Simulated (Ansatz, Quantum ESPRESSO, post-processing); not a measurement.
# The basal face of Re: relaxation and work function, part 3 of 3

How much does the work function of Re(0001) depend on the functional?

Quantum ESPRESSO 7.5; plane-wave DFT, PBE, GBRV ultrasoft pseudopotentials; geometry and cross-check by Ansatz 0.2.0 with PAW datasets.

So far. Step 2 (Relaxation with Ansatz of (0001)): The relaxation lowers the energy by 25 meV an atom. Held were the atoms numbered 3 and 4; the forces quoted are those on the free ones.

### 4. Electrostatic potential of (0001) (continued)

The potential energy, planar mean oscillates, so the rows of the table below give means over windows of 2.26 Å about each position, cut where the curve ends. Its maxima inside the range that stand out by 2 % of the span (Å: eV): 9.0: -3.24, 11.3: -1.36, 13.6: -2.05, 15.8: -1.36, 18.1: -3.24. Its minima: 8.1: -14.3, 10.0: -14.6, 12.3: -14.5, 14.8: -14.5, 17.2: -14.6, 19.0: -14.3.

Electrostatic potential energy of an electron; zero at the Fermi level. Potential energy, planar mean against z; means over each step:

| z (Å) | potential energy, planar mean (eV) |
| --- | --- |
| 1.13 | 4.96 |
| 3.39 | 4.96 |
| 5.65 | 4.37 |
| 7.91 | -9.18 |
| 10.17 | -9.70 |
| 12.43 | -9.52 |
| 14.69 | -9.53 |
| 16.95 | -9.68 |
| 19.21 | -9.23 |
| 21.47 | 4.34 |
| 23.73 | 4.96 |
| 25.99 | 4.96 |

### 5. Self-consistent run of (0001), PBEsol

The same atoms under a second functional.

Level of this step: plane-wave DFT, PBEsol, GBRV ultrasoft pseudopotentials (Quantum ESPRESSO 7.5).

0001.pbesol.in reads:

```
&control
  prefix = '0001.pbesol'
  outdir = './out'
  pseudo_dir = './pseudo'
  calculation = 'scf'
  tprnfor = .true.
/
&system
  ibrav = 0
  nat = 6
  ntyp = 1
  ecutwfc = 40
  ecutrho = 200
  occupations = 'smearing'
  smearing = 'mv'
  degauss = 0.02
/
&electrons
  conv_thr = 1e-07
  mixing_beta = 0.4
  electron_maxstep = 120
  mixing_mode = 'local-TF'
/
ATOMIC_SPECIES
  Re  186.2070  re_pbesol_v1.2.uspp.F.UPF
CELL_PARAMETERS angstrom
  2.75999999997399 0.00000000000000 0.00000000000000
  1.37999999998699 2.39023011442253 0.00000000000000
  0.00000000000000 0.00000000000000 27.14350000000000
ATOMIC_POSITIONS crystal
  Re  0.666666666667 0.666666666667 0.295414157840
  Re  0.000000000000 -0.000000000000 0.373453959065
  Re  0.666666666667 0.666666666667 0.458945972300
  Re  0.000000000000 0.000000000000 0.541054027700
  Re  0.666666666667 0.666666666667 0.626546113364
  Re  0.000000000000 -0.000000000000 0.704585854857
K_POINTS automatic
  12 12 1 0 0 0
```

The run is started by

```sh
$ OMP_NUM_THREADS=1 mpirun -n 2 pw.x -nk 2 -in 0001.pbesol.in > 0001.pbesol.out
```

The program printed:

```text
[banner, memory and clock lines left out]
Program PWSCF v.7.5 starts
[...]
Message from routine setup:
[...]
number of electrons       =        90.00
     number of Kohn-Sham states=           54
     kinetic-energy cutoff     =      40.0000  Ry
     charge density cutoff     =     200.0000  Ry
[...]
number of k points=    19  Marzari-Vanderbilt smearing, width (Ry)=  0.0200
[...]
Dense  grid:    57765 G-vectors     FFT dimensions: (  24,  24, 240)
[...]
negative rho (up, down):  8.165E-01 0.000E+00
     Starting wfcs are   78 randomized atomic wfcs
[...]
negative rho (up, down):  8.131E-01 0.000E+00
[...]
estimated scf accuracy    <       1.17600551 Ry
[...]
negative rho (up, down):  8.168E-01 0.000E+00
[...]
estimated scf accuracy    <       0.62833174 Ry
[...]
negative rho (up, down):  8.223E-01 0.000E+00
[...]
estimated scf accuracy    <       0.06059560 Ry
[...]
negative rho (up, down):  8.238E-01 0.000E+00
[...]
estimated scf accuracy    <       0.01297621 Ry
[...]
negative rho (up, down):  8.269E-01 0.000E+00
[...]
estimated scf accuracy    <       0.00078697 Ry
[...]
negative rho (up, down):  8.275E-01 0.000E+00
[...]
estimated scf accuracy    <       0.00006084 Ry
[...]
negative rho (up, down):  8.266E-01 0.000E+00
[...]
estimated scf accuracy    <       0.00001621 Ry
[...]
negative rho (up, down):  8.260E-01 0.000E+00
[...]
estimated scf accuracy    <       0.00005230 Ry
[...]
negative rho (up, down):  8.262E-01 0.000E+00
[...]
estimated scf accuracy    <       0.00000547 Ry
[...]
negative rho (up, down):  8.262E-01 0.000E+00
[...]
estimated scf accuracy    <       0.00000424 Ry
[...]
negative rho (up, down):  8.263E-01 0.000E+00
[...]
estimated scf accuracy    <       0.00000422 Ry
[...]
negative rho (up, down):  8.263E-01 0.000E+00
[...]
estimated scf accuracy    <       0.00000023 Ry
[...]
negative rho (up, down):  8.264E-01 0.000E+00
[...]
estimated scf accuracy    <       0.00000032 Ry
[...]
negative rho (up, down):  8.264E-01 0.000E+00
[...]
estimated scf accuracy    <       0.00000011 Ry
[...]
negative rho (up, down):  8.264E-01 0.000E+00
[...]
the Fermi energy is     9.3989 ev
!    total energy              =   -1142.06991255 Ry
     estimated scf accuracy    <          4.1E-09 Ry
     smearing contrib. (-TS)   =       0.00264383 Ry
     internal energy E=F+TS    =   -1142.07255637 Ry
[...]
one-electron contribution =   -9682.73651414 Ry
     hartree contribution      =    4854.24285764 Ry
     xc contribution           =    -312.88749769 Ry
     ewald contribution        =    3999.30859782 Ry
     convergence has been achieved in  15 iterations
     negative rho (up, down):  8.264E-01 0.000E+00
[...]
Total force =     0.035520     Total SCF correction =     0.000442
[...]
```

Wall time 2.3 min (2 MPI ranks of Arm Neoverse V1, shared host); peak memory 0.75 GiB.

This step gave:

```
free energy  : -15538.6528 eV
Fermi energy : 9.399 eV
```

### 6. Electrostatic potential of (0001)

0001.pbesol.pot.in reads:

```
&inputpp
  prefix = '0001.pbesol'
  outdir = './out'
  filplot = '0001.pbesol.pot.dat'
  plot_num = 11
/
```

The run is started by

```sh
$ OMP_NUM_THREADS=1 mpirun -n 2 pp.x -in 0001.pbesol.pot.in > 0001.pbesol.pot.out
```

The job ended after 1.3 s (2 MPI ranks; peak memory 0.28 GiB).

Numbers from this step:

| Property | Result |
| --- | --- |
| work function of the upper face | 5.078 eV |
| slope of the potential above | 5.31e-4 eV/Å |
| upper vacuum line continued to the top atoms, over the Fermi level | 5.076 eV |
| work function of the lower face | 5.079 eV |
| slope of the potential below | -3.20e-4 eV/Å |
| lower vacuum line continued to the bottom atoms, over the Fermi level | 5.077 eV |

On (0001) the work function under PBEsol lies +0.12 eV from PBE's.

### 7. The series side by side

All levels:

| level | work function (eV) | Ansatz, PBE (eV) | CPU time (s) |
| --- | --- | --- | --- |
| (0001), PBE | 4.962 | 4.957 | 249.2 |
| (0001), PBEsol | 5.078 | - | 277.2 |

### 8. The arithmetic

For (0001) under PBE, on the run's own zero: φ = 14.506 − (9.544) = 4.962 eV.

### 9. Results

```json
{"work function of (0001), PBE": "4.96 eV", "work function of (0001), PBEsol": "5.08 eV"}
```

Under PBE the work function is 4.96 eV on (0001). PBEsol lies +0.12 eV from PBE on the same atoms. The top two spacings change by -5.0 and +4.1 % on (0001). Ansatz, with Fermi-Dirac smearing and its own datasets, agrees within 0.01 eV under PBE. The slabs are thin and unreconstructed, at the tabulated lattice constant; thickness and mesh leave some 0.05 to 0.1 eV open. PBE lies under the measured values on every face, as gradient-corrected functionals often do. Spin-orbit coupling is left out; depending on the atoms that carry the levels of interest, it can split and shift them by tenths of an eV to an eV or more.

Comparison with the measured values:

```
                    quantity  measured              PBE           PBEsol
work function of (0001) (eV)      5.15  4.96 (-0.19 eV)  5.08 (-0.07 eV)
```

Measured values from arxiv:1902.07811 (2019).

How well it matches: The grades are ours: good and fair within 3 and 7 % for the work function of (0001). Other measurements of the same face can differ from the value quoted by 0.1 to 0.2 eV.

[Logs are printed without paths, hosts, clocks, repeated set-up lines and the standing remarks that a program may print on its own settings, such as how far it seeks lower states.]

[Hosts, paths, dates, database ids (printed as entryN), source tags and the programs' standing remarks are cut or masked in the printed files.]

[Maps of the electrostatic potential energy from Ansatz leave out the sawtooth potential of an applied field or a dipole correction, so their vacuum need not be flat; planar profiles and work functions include it.]
